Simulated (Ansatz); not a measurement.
## ZnNi (Pm-3m): from the cell to its phonons

Wanted: vibrations and spectra of ZnNi (Pm-3m); the cell is already relaxed.

Method: DFT LDA, scalar-relativistic, plane waves, PAW, in Ansatz 0.2.0.

The database entry behind the starting cell is an old determination (1936), so it need not match the best structure at ambient conditions.

### 1. The starting structure

The structure is cubic, space group Pm-3m (No. 221). The conventional cell has a = 2.806 Å, b = 2.806 Å, c = 2.806 Å, α = 90.00°, β = 90.00°, γ = 90.00°. Nearest to Zn lie 8 Ni at 2.43 Å. Nearest to Ni lie 8 Zn at 2.43 Å. Farther neighbours are not listed.

### 2. The dispersion

The cell comes from relaxations at this level that are not shown. Stability and thermal properties need the whole zone. Linear response on a 4×4×4 q mesh gives force constants as far as a supercell of that size would.

input.yaml reads:

```yaml
crystal:
  lattice:
    - [2.8063370132, 0.0, 0.0]
    - [0.0, 2.8063370132, 0.0]
    - [0.0, 0.0, 2.8063370132]
  atoms:
    - { symbol: Zn, position: [0.5, 0.5, 0.5] }
    - { symbol: Ni, position: [0.0, 0.0, 0.0] }
kpoints:
  mp_grid: { grid: [16, 16, 16] }
hamiltonian:
  xc: lda
scf:
  occupations: { method: methfessel_paxton, width: 0.15 }
output:
  eigenvalues: true
phonons:
  method: dfpt
  qmesh: [4, 4, 4]
  temperatures: { t_max: 1000, t_step: 50 }
  qpath:
    path:
      - [[0.0, 0.0, 0.0], [0.0, 0.5, 0.0], [0.5, 0.5, 0.0], [0.0, 0.0, 0.0], [0.5, 0.5, 0.5], [0.0, 0.5, 0.0]]
      - [[0.5, 0.5, 0.5], [0.5, 0.5, 0.0]]
    npoints: 10
```

The run is started by

```sh
ansatz run input.yaml --threads 4 --pin off --max-ram 7168MiB --backend cpu --events-out ev --progress --plain --runs-dir out
```

Numbers of over 12 decimals in the logs are rounded to 6 here.

Output:

```text
Engine: ansatz 0.2.0, aarch64-unknown-linux-gnu
Pseudopotentials: kind: paw
Pseudopotential: Zn, paw, valence charge 12, recommended cutoff 420 eV (normal), Zn.paw.azcp
Pseudopotential: Ni, paw, valence charge 18, recommended cutoff 420 eV (normal), Ni.paw.azcp
Functional definition: SPW92
  exchange = slater_x
  correlation = pw_c
Crystal: 2 atoms, lattice volume = 22.101 Å³
Basis set: ecut = 420 eV, 437 PW (Γ), exchange–correlation on 40×40×40 points (8 copies of the dense FFT grid, shifted against one another)
Bands: 19, of which v1, the nominal top of the filled ones, is band 15 counted from 1 (14 counted from 0)
Symmetry: 48 space group operations
k-points: 165 of 4096
Non-local potential: Zn, projectors of the file, l = 0: 2, l = 1: 2, l = 2: 3, l = 3: 1
Non-local potential: Ni, projectors of the file, l = 0: 3, l = 1: 2, l = 2: 3, l = 3: 1
PAW form: soft (Blöchl's): semilocal exchange-correlation on the pseudo side does not see the compensation charge
PAW frozen core: Zn, regenerated for the run's functional, and the local potential with it (the file was generated under x = pbe(κ = 0.804, μ = 0.219515), c = pbe(β = 0.066725))
PAW frozen core: Ni, regenerated for the run's functional, and the local potential with it (the file was generated under x = pbe(κ = 0.804, μ = 0.219515), c = pbe(β = 0.066725))
PAW one-centre angular grid: Zn, 590 points (default); XC on 64 Gauss nodes
PAW one-centre angular grid: Ni, 590 points (default); XC on 64 Gauss nodes
Initial density: superposition of atomic densities (neutral atoms: chi_scale 0, normalization atom), corrected by the library's trained network
Initial wavefunctions: pseudopotential atomic-orbital guess
Functional: x = slater, c = lda
SCF iter   1: F=—  HF=-9020.209826 eV  |F-HF|=—  |Δ(HF+E_count)|=         —  Δρ=2.50e-2  dr2=7.54e-2  ethr=1.77e-3  ⟨swp⟩=5.0  Hψ=13851  notcnv=0
preconditioner: auto → none  [metal: Δε(μ)=0.021 eV  Ē_g=11.936 eV  σ=0.150 eV  W_gap=0.12  n_scr=6 (ndim 8)  ℏωp=37.0 eV  f_vac=0.000  D(μ)=1.38/eV (n_scr^D=18)  sad-step TF]
SCF iter   2: F=—  HF=-9020.201247 eV  |F-HF|=—  |Δ(HF+E_count)|=   8.58e-3  S|Δr|=    0.00e0  Δρ=1.10e-2  dr2=1.69e-2  ethr=2.51e-4  ⟨swp⟩=1.8  Hψ=4689  notcnv=0  defer=8
SCF iter   3: F=—  HF=-9020.199588 eV  |F-HF|=—  |Δ(HF+E_count)|=   1.66e-3  S|Δr|=    0.00e0  Δρ=2.17e-3  dr2=4.68e-4  ethr=5.64e-5  ⟨swp⟩=1.4  Hψ=3315  notcnv=0  defer=8
SCF iter   4: F=—  HF=-9020.199378 eV  |F-HF|=—  |Δ(HF+E_count)|=   2.10e-4  S|Δr|=    0.00e0  Δρ=5.93e-4  dr2=4.75e-5  ethr=1.56e-6  ⟨swp⟩=2.1  Hψ=4950  notcnv=0  defer=8
SCF iter   5: F=—  HF=-9020.199355 eV  |F-HF|=—  |Δ(HF+E_count)|=   2.31e-5  S|Δr|=    0.00e0  Δρ=1.43e-4  dr2=2.02e-6  ethr=1.58e-7  ⟨swp⟩=2.0  Hψ=4235  notcnv=0  defer=8
SCF iter   6: F=—  HF=-9020.199356 eV  |F-HF|=—  |Δ(HF+E_count)|=   1.13e-6  S|Δr|=    0.00e0  Δρ=1.76e-5  dr2=2.48e-8  ethr=6.75e-9  ⟨swp⟩=2.0  Hψ=5167  notcnv=0  defer=8
SCF iter   7: F=—  HF=-9020.199356 eV  |F-HF|=—  |Δ(HF+E_count)|=   1.33e-9  S|Δr|=    0.00e0  Δρ=2.24e-6  dr2=4.19e-10  ethr=8.26e-11  ⟨swp⟩=2.3  Hψ=4964  notcnv=0  defer=8
SCF iter   8: F=-9020.199356 eV  HF=-9020.199356 eV  |F-HF|=0.00e0  |Δ(HF+E_count)|=  4.91e-11  S|Δr|=    0.00e0  Δρ=9.56e-8  dr2=7.92e-13  ethr=1.00e-12  ⟨swp⟩=6.0  Hψ=18436  notcnv=0
SCF 1 converged in 8 iterations: F = -9020.199356 eV  dr2 = 7.92e-13
[...]
eigensolver tolerance schedule: the retry pair's looser diagonalisation over-reported the residual by 499066.15 of it (diagonalisation noise at an unbounded share of the residual, at the tolerance the schedule requests for it); recorded, not acted on — ethr = c·dr2/N_el stays at c = 1.0e-1
[...]
SCF 2 converged in 4 iterations: F = -9020.199356 eV  dr2 = 2.85e-13
phonons: the bands overlap, so this run is a metal and interpolates without the dipole-dipole term. If the crystal is really an insulator or semiconductor, its LO-TO splitting is missing
[...]
Harris-Foulkes:  -9020.199356 eV  (|F-HF|=0.00e0)
Internal energy: -9020.198214 eV  (E = F + TS)
E sigma→0 (E₀):  -9020.199071 eV
Entropy (-TS):   -0.001142 eV (-0.571 meV/atom)
Fermi energy:    16.408197 eV
--- Per-component energies (eV) ---
  E_band       = -196.444365
  E_kinetic    = 420.383200
  E_local      = -4938.874096  (includes V_loc(G=0)·N_el)
  E_nonlocal   = 1255.245251
  E_hartree    = 2078.521413
  E_xc         = -222.887917
  E_vxc        = -166.492643  (∫ρ·V_xc dr)
  E_paw        = -3319.083924  (= ΣΔE_a)
  E_vpaw       = -923.748968  (= ΣTr[D̂ρ^β])
  E_aug_tail   = 0.000112  (compensation charges beyond the density's cutoff)
  E_ewald      = -4295.493515
  E_core_change = 1.991262  (= ΣΔE_core)
  E_smearing   = -0.001142  (= −TS)
  E_closure    = -0.000000  (closes the sum)
  Σ components = -9020.199356   (vs F -9020.199356, Δ=0.00e0)
--- Band table (eV; the first three rows and the last of 165) ---
  k-point 0: bands = [... 11 lower, 13.9954, 15.3919, 15.3919, 15.3919, 23.8918, 23.8918, 23.8918, 29.7472]
  k-point 1: bands = [... 11 lower, 14.0012, 15.3499, 15.3499, 15.3877, 23.2267, 24.0267, 24.0267, 29.7758]
  k-point 2: bands = [... 11 lower, 14.0107, 15.2348, 15.2348, 15.3756, 21.7903, 24.4213, 24.4213, 29.8627]
  k-point 164: bands = [... 11 lower, 12.7848, 15.7502, 15.7502, 21.6206, 22.0875, 22.0875, 22.0875, 22.7230]
--- Phonons (Γ-DFPT): 2 representative perturbations + reference (Σ response iterations 8) ---
  ASR residual: 2.962e-5 → 0.000e0 eV/Å²; symmetrization residual: 6.446e-6 eV/Å²
  ASR residual per site (eV/Å²): 2.96e-5 2.93e-5
  Γ frequencies (cm⁻¹): 0.00 0.00 0.00 260.20 260.20 260.20
--- Phonons (arbitrary-q DFPT): 10 irreducible q on the 4×4×4 mesh ---
  q = [0.0000, 0.0000, 0.0000] (star 1, of the zone-centre solve; hermiticity 1.67e-6, symmetrization 4.12e-12): -0.00 -0.00 0.00 260.20 260.20 260.20
  q = [0.0000, 0.0000, 0.2500] (star 6, 4 solved perturbations in 4032 linear systems a pass and spin channel, the states on 1296 of 4096 k-point pairs; hermiticity 3.57e-7, symmetrization 8.24e-13): 106.71 106.71 128.89 241.78 241.78 250.34
  q = [0.0000, 0.0000, -0.5000] (star 3, 4 solved perturbations in 2268 linear systems a pass and spin channel, the states on 729 of 4096 k-point pairs; hermiticity 1.09e-7, symmetrization 5.45e-8): 184.16 184.16 194.92 194.92 210.91 223.65
  q = [0.0000, 0.2500, 0.2500] (star 12, 4 solved perturbations in 7056 linear systems a pass and spin channel, the states on 2304 of 4096 k-point pairs; hermiticity 1.04e-6, symmetrization 2.73e-13): 48.33 136.70 192.71 211.59 228.16 270.27
  q = [0.0000, 0.2500, -0.5000] (star 12, 6 solved perturbations on 1296 of 4096 k-point pairs; hermiticity 1.32e-6, symmetrization 5.25e-8): 116.91 119.36 182.29 197.12 262.06 264.88
  q = [0.0000, -0.5000, -0.5000] (star 3, 4 solved perturbations in 2268 linear systems a pass and spin channel, the states on 729 of 4096 k-point pairs; hermiticity 1.30e-6, symmetrization 4.02e-11): 66.26 66.26 180.17 200.01 286.86 286.86
  q = [0.2500, 0.2500, 0.2500] (star 8, 2 solved perturbations on 2176 of 4096 k-point pairs; hermiticity 4.14e-7, symmetrization 4.78e-13): 116.84 116.84 161.49 240.87 250.21 250.21
  q = [0.2500, 0.2500, -0.5000] (star 12, 4 solved perturbations in 7056 linear systems a pass and spin channel, the states on 2304 of 4096 k-point pairs; hermiticity 7.77e-7, symmetrization 5.36e-8): 116.35 125.84 188.01 196.72 259.75 265.51
  q = [0.2500, -0.5000, -0.5000] (star 6, 4 solved perturbations in 4032 linear systems a pass and spin channel, the states on 1296 of 4096 k-point pairs; hermiticity 1.16e-6, symmetrization 7.58e-8): 124.30 124.30 192.26 195.94 262.19 262.19
  q = [-0.5000, -0.5000, -0.5000] (star 1, 2 solved perturbations on 405 of 4096 k-point pairs; hermiticity 1.48e-11, symmetrization 7.43e-12): 186.60 186.60 186.60 210.55 210.55 210.55
  sum rule: each row above includes the acoustic sum rule's correction from the zone centre's row sums; it moved no ω² by more than (0.37 cm⁻¹)²
  mesh force constants: q→R imaginary residual 3.59e-18; ASR residual 2.962e-5 → 0.000e0 eV/Å²; symmetrization residual 8.882e-15 eV/Å²
  interpolated dispersion: 62 rows × 6 modes
  density of states and harmonic sums: on the 24×24×24 q-mesh, interpolated from the force constants of a 4×4×4 supercell (no non-analytic term)
  largest difference from the sums on the solved wave vectors: F 1.08e-2 eV, S 1.48e-5 and C_V 4.02e-6 eV/K
  zero-point energy: 0.069771 eV/cell   skipped modes (ω ≤ 0): 3   left out of the sums: 3.62e-5 of the cell's modes: C_V's classical limit lies that fraction below 3 k_B per atom; for a crystal, a wire or a layer, F and S can be off by more, and a phonons.interpolated_qmesh denser along its periods is the remedy for the sampling
[key lines of the parts left out:]
SCF converged after 8 iterations
Free energy (F): -9020.199356 eV
```

The job ended after 18 min (4 threads of Arm Neoverse N1, shared host; peak memory 3 GiB; 52 min of CPU time).

Numbers from this step:

```
volume per atom                                         : 11.05 Å³
gap on the k-mesh                                       : 0 eV
sum-rule residual before enforcement                    : 2.96e-5 eV/Å²
lowest frequency on the path                            : 0 cm⁻¹
point group                                             : m-3m
highest frequency on the path or at a solved wavevector : 286.9 cm⁻¹
mean frequency                                          : 187.6 cm⁻¹
Debye temperature (second moment)                       : 368 K
logarithmic mean frequency                              : 174.2 cm⁻¹
highest optical mode at the zone centre (no LO-TO term) : 260.2 cm⁻¹
lowest optical zone-centre mode                         : 260.2 cm⁻¹
lowest mode on the q mesh (acoustic modes at Γ apart)   : 48.33 cm⁻¹
zero-point energy per atom                              : 34.89 meV
heat capacity at 300 K                                  : 23.17 J/(mol atoms K)
vibrational entropy at 300 K                            : 30.34 J/(mol atoms K)
```

Frequencies (cm⁻¹) solved at each irreducible wavevector; negative means imaginary. Frequencies by wavevector, by row:

```csv
q in reciprocal lattice units,star,mode 1,mode 2,mode 3,mode 4,mode 5,mode 6
0 0 0,1,0,0,0,260.2,260.2,260.2
0 0 0.25,6,106.7,106.7,128.9,241.8,241.8,250.3
0 0 -0.5,3,184.2,184.2,194.9,194.9,210.9,223.7
0 0.25 0.25,12,48.3,136.7,192.7,211.6,228.2,270.3
0 0.25 -0.5,12,116.9,119.4,182.3,197.1,262.1,264.9
0 -0.5 -0.5,3,66.3,66.3,180.2,200,286.9,286.9
0.25 0.25 0.25,8,116.8,116.8,161.5,240.9,250.2,250.2
0.25 0.25 -0.5,12,116.3,125.8,188,196.7,259.8,265.5
0.25 -0.5 -0.5,6,124.3,124.3,192.3,195.9,262.2,262.2
-0.5 -0.5 -0.5,1,186.6,186.6,186.6,210.6,210.6,210.6
```

Interpolated from a 4×4×4 q mesh. The phonon branches at the labelled points (cm⁻¹):

```csv
point,branch 1,branch 2,branch 3,branch 4,branch 5,branch 6
Γ,0,0,0,260,260,260
halfway,107,107,129,242,242,250
X,184,184,195,195,211,224
halfway,117,119,182,197,262,265
M,66,66,180,200,287,287
halfway,48,137,193,212,228,270
Γ,0,0,0,260,260,260
halfway,117,117,162,241,250,250
R,187,187,187,211,211,211
halfway,116,126,188,197,260,266
X,184,184,195,195,211,224
jump to R,187,187,187,211,211,211
halfway,124,124,192,196,262,262
M,66,66,180,200,287,287
```

The phonon branches as a text plot (rows in cm⁻¹):

```
    281 |            ******                                   ***
    269 |           *    * *****                    **
    257 |***       *      *     ******** ***      *****     **
    245 |   ***   *            **   *   *** *     *   **   *
    233 |    * * *         *****           * *   *     **
    221 |     * **         ** *      **     **  *       ***
    209 |      **         *  *         *      *****      ***
    197 |      ***********   *                     *** ***  *****
    185 |       *********              *     **************** ***
    173 |     ** *       **   *      **     **  *       *
    161 |         *        **           *        *     *
    149 |    *    *        **              **         **   *
    137 |     *    *      *  * *         ***      *   *     *
    126 |   **                      *              ***       *
    114 |                     *         *           **
    102 |   *       *    *             *
     90 |            *         **                             *
     78 |  *          * *            **                        *
     66 |  *           ***      *  *                            *
     54 | *               ****   *  *
     42 | *                   *
     30 |*                     * * *
     18 |*                      *
      6 |                        **
         Γ      X      M          Γ            R        X|R     M
```

Tetrahedra on a 24×24×24 mesh, mean over bins of 5 cm-1. Interpolated from a 4×4×4 q mesh. Phonon density of states against wavenumber; read off at these points:

```csv
wavenumber (cm⁻¹),phonon density of states (1/cm⁻¹/cell)
2,0
12,1.5e-4
22,7.1e-4
32,0.00134
42,0.00253
52,0.00427
62,0.00792
72,0.0126
82,0.0148
92,0.0170
102,0.0198
112,0.0233
122,0.0236
132,0.0282
142,0.0230
148,0.0217
158,0.0185
168,0.0244
178,0.0317
182,0.0406
188,0.0287
198,0.0398
208,0.0350
218,0.0266
228,0.0240
238,0.0257
248,0.0307
258,0.0549
262,0.0764
268,0.0516
278,0.0204
288,0.00129
```

The partial phonon density of states has structure finer than the step of the table below, so its rows give means over 10 cm⁻¹, whole bins alone (the curve runs from -10 to 305 cm⁻¹). Peaks (cm⁻¹: height): Ni 130.7: 0.0173, 174.4: 0.0148, 186.3: 0.0188, 198.1: 0.0307, 261.6: 0.0355; Zn 128.8: 0.0165, 182.3: 0.0259, 206.1: 0.0189, 261.6: 0.0370.

Phonopy on the run's constants, 21x21x21 mesh, Gaussian sigma 2.3 cm-1. Interpolated from a 4×4×4 q mesh. Partial phonon density of states against wavenumber; means over each step; values in 1/cm⁻¹/cell:

```csv
wavenumber (cm⁻¹),Ni,Zn
0,1.9e-5,2.1e-5
10,6.0e-5,6.7e-5
20,2.5e-4,2.8e-4
30,6.5e-4,7.1e-4
40,0.00102,0.00109
50,0.00203,0.00215
60,0.00341,0.00346
70,0.00606,0.00608
80,0.00684,0.00680
90,0.00824,0.00822
100,0.00973,0.00967
110,0.0107,0.0109
120,0.0115,0.0115
130,0.0143,0.0138
140,0.0117,0.0117
150,0.00976,0.00980
160,0.0112,0.0111
170,0.0122,0.0136
180,0.0125,0.0204
190,0.0150,0.0104
200,0.0229,0.0129
210,0.0147,0.0158
220,0.0132,0.0129
230,0.0123,0.0124
240,0.0130,0.0135
250,0.0168,0.0176
260,0.0306,0.0320
270,0.0204,0.0220
280,0.00788,0.00839
290,7.7e-4,8.1e-4
300,0,0
```

Second derivatives of the energy by pair, one row for each kind of neighbour of each atom listed. Each entry sums the pair over the periodic images of the supercell that the q mesh stands for, and in a polar crystal it holds the long-range dipole part too. Force constants by pair, by row:

```csv
atom,neighbour,distance (Å),third of the trace (eV/Å²),along the pair's line (eV/Å²)
Zn1,itself,0,9.466,–
Zn1,Ni,2.43,-0.9264,-3.117
Zn1,Zn,2.806,-0.205,-0.7634
Zn1,Zn,3.969,-0.0237,-0.1103
Zn1,Ni,4.654,-0.0125,-0.024
Zn1,Zn,4.861,-0.0355,-0.1036
Zn1,Zn,5.613,-0.0078,0.0163
Zn1,Ni,6.116,8.00e-4,0.0051
Zn1,Zn,6.275,0.0015,0.0033
Ni2,itself,0,8.434,–
Ni2,Zn,2.43,-0.9264,-3.117
Ni2,Ni,2.806,-0.0344,-0.2117
Ni2,Ni,3.969,-0.0613,-0.175
Ni2,Zn,4.654,-0.0125,-0.024
Ni2,Ni,4.861,0.0186,0.0565
Ni2,Ni,5.613,0.0107,0.1552
Ni2,Zn,6.116,8.00e-4,0.0051
Ni2,Ni,6.275,0.0116,0.0092
```

Harmonic thermodynamic functions per atom, from the density of states. Interpolated from a 4×4×4 q mesh. Thermodynamic functions, by row:

```csv
T (K),F_vib (meV/atom),S (J/mol-atom/K),C_V (J/mol-atom/K)
0,34.89,0,0
50,34.58,2.168,5.187
100,31.83,8.731,14.17
200,15.94,21.29,21.23
300,-11.06,30.34,23.17
400,-46.17,37.12,23.92
500,-87.53,42.5,24.28
600,-133.9,46.95,24.48
700,-184.6,50.73,24.6
800,-238.9,54.02,24.68
900,-296.5,56.93,24.74
1000,-356.9,59.54,24.77
```

Harmonic mean-square displacement, third of the trace. Interpolated from a 4×4×4 q mesh. Mean square displacements, by row:

```csv
T (K),Zn1 U_eq (Å²),Ni2 U_eq (Å²)
0,0.00164,0.00183
100,0.00257,0.00283
300,0.00627,0.00687
600,0.01224,0.01341
```

Symmetry leaves 10 wavevectors to solve. The lowest mode among them, the acoustic zeros apart, lies at q = (0, 0.25, 0.25) and is real, 48.3 cm⁻¹.

### 3. Isotope substitution, element Ni, natural mass 58.6934 amu

An isotope changes the mass and not the force constants, so no new electronic calculation is needed; the shifts show which modes move this element.

The same force constants with the mass of Ni changed from 58.693 to 63.928 u (phonopy, no LO-TO term). Both lists are sorted by frequency; levels can cross, so a row need not hold one and the same mode. Modes under 3 cm⁻¹ are left out. Isotope shifts, by row:

```csv
q,rank,natural mass (cm⁻¹),changed mass (cm⁻¹)
0 0 0,4,260.2,254.5
0 0 0,5,260.2,254.5
0 0 0,6,260.2,254.5
0 0 0.25,1,106.7,104.6
0 0 0.25,2,106.7,104.6
0 0 0.25,3,128.9,126
0 0 0.25,4,241.8,236.4
0 0 0.25,5,241.8,236.4
0 0 0.25,6,250.3,245.4
0 0 -0.5,1,184.2,184.2
0 0 -0.5,2,184.2,184.2
0 0 -0.5,3,194.9,186.8
0 0 -0.5,4,194.9,186.8
0 0 -0.5,5,210.9,202.1
0 0 -0.5,6,223.7,223.7
0 0.25 0.25,1,48.33,47.28
0 0.25 0.25,2,136.7,134.1
0 0.25 0.25,3,192.7,186.7
0 0.25 0.25,4,211.6,209.2
0 0.25 0.25,5,228.2,222.9
0 0.25 0.25,6,270.3,264.7
```

A mode of this element alone would shift by -4.18 %. The highest zone-centre frequency without the field goes from 260.2 to 254.5 cm⁻¹ (-2.2 %). The product of the frequency ratios over all optical modes at Γ is 0.936; the product rule, (m/m′)^(3k/2) (M′/M)^(3/2) with k = 1 such atoms and M the mass of the cell, gives 0.936.

### 4. Isotope substitution, element Zn, natural mass 65.38 amu

The same for Zn, from 65.38 to 67.92 u.

A mode of this element alone would shift by -1.89 %. The highest zone-centre frequency without the field goes from 260.2 to 257.9 cm⁻¹ (-0.9 %). The product of the frequency ratios over all optical modes at Γ is 0.974; the product rule, (m/m′)^(3k/2) (M′/M)^(3/2) with k = 1 such atoms and M the mass of the cell, gives 0.974.

### 5. Results

```json
{"space group (within 0.01 Å)": "Pm-3m", "volume per atom": "11.1 Å³", "electronic character": "no gap on this mesh", "highest optical mode at the zone centre (no LO-TO term)": "260 cm⁻¹", "lowest optical zone-centre mode": "260 cm⁻¹", "lowest mode on the q mesh (acoustic modes at Γ apart)": "48.3 cm⁻¹", "highest frequency on the path or at a solved wavevector": "287 cm⁻¹", "zero-point energy per atom": "34.9 meV", "heat capacity at 300 K": "23.2 J/(mol atoms K)", "vibrational entropy at 300 K": "30.3 J/(mol atoms K)", "Debye temperature (second moment)": "368 K", "imaginary modes on the 4×4×4 q mesh": "none"}
```

The structure is a minimum as far as tested: no mode is imaginary at the 10 irreducible wavevectors of the 4×4×4 mesh, and the softest away from the acoustic zeros lies at 48 cm⁻¹. The optical modes at Γ form one degenerate level at 260 cm⁻¹. With no gap, or one that is small against the smearing, the frequencies hang on the k mesh and the smearing, most of all near Kohn anomalies. The phonon runs are without spin polarisation, although Ni often carries a moment. A phonon run warned that its eigensolver left some bands unconverged in a pass. These are harmonic frequencies at zero temperature: anharmonic shifts, linewidths and thermal expansion are left out.

[Logs are printed without paths, hosts, clocks, repeated set-up lines and the standing remarks that a program may print on its own settings, such as how far it seeks lower states.]

[Hosts, paths, dates, database ids (printed as entryN), source tags and the programs' standing remarks are cut or masked in the printed files.]
